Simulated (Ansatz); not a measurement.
# Direct or indirect: MgO (Fm-3m)

```xyz
2
Lattice="0.0000 2.1085 2.1085 2.1085 0.0000 2.1085 2.1085 2.1085 0.0000" Properties=species:S:1:pos:R:3 pbc="T T T"
Mg    0.0000    0.0000    0.0000
O     2.1085    2.1085    2.1085
```

Method: Ansatz, PBE, independent particles, without spin-orbit coupling, line width 0.1 eV (Gaussian). The band structure gives a fundamental gap of 4.71 eV. The spectrum of vertical transitions near the edge:

```
E (eV)  Im ε, E ∥ xyz
  4.26           0.00
  4.38           0.00
  4.50           0.00
  4.62           0.02
  4.74           0.16
  4.86           0.37
  4.98           0.49
  5.10           0.59
  5.22           0.66
  5.34           0.72
  5.46           0.77
  5.58           0.82
  5.70           0.86
  5.82           0.90
  5.94           0.94
```

Question: Is the gap direct or indirect, and about where do vertical transitions set in?

Answer: Direct: the band path has its least direct gap at the fundamental one, 4.71 eV, and the curves rise from there. Lines are broadened by 0.1 eV, which spreads the edge.

[Logs are printed without paths, hosts, clocks, repeated set-up lines and the standing remarks that a program may print on its own settings, such as how far it seeks lower states.]
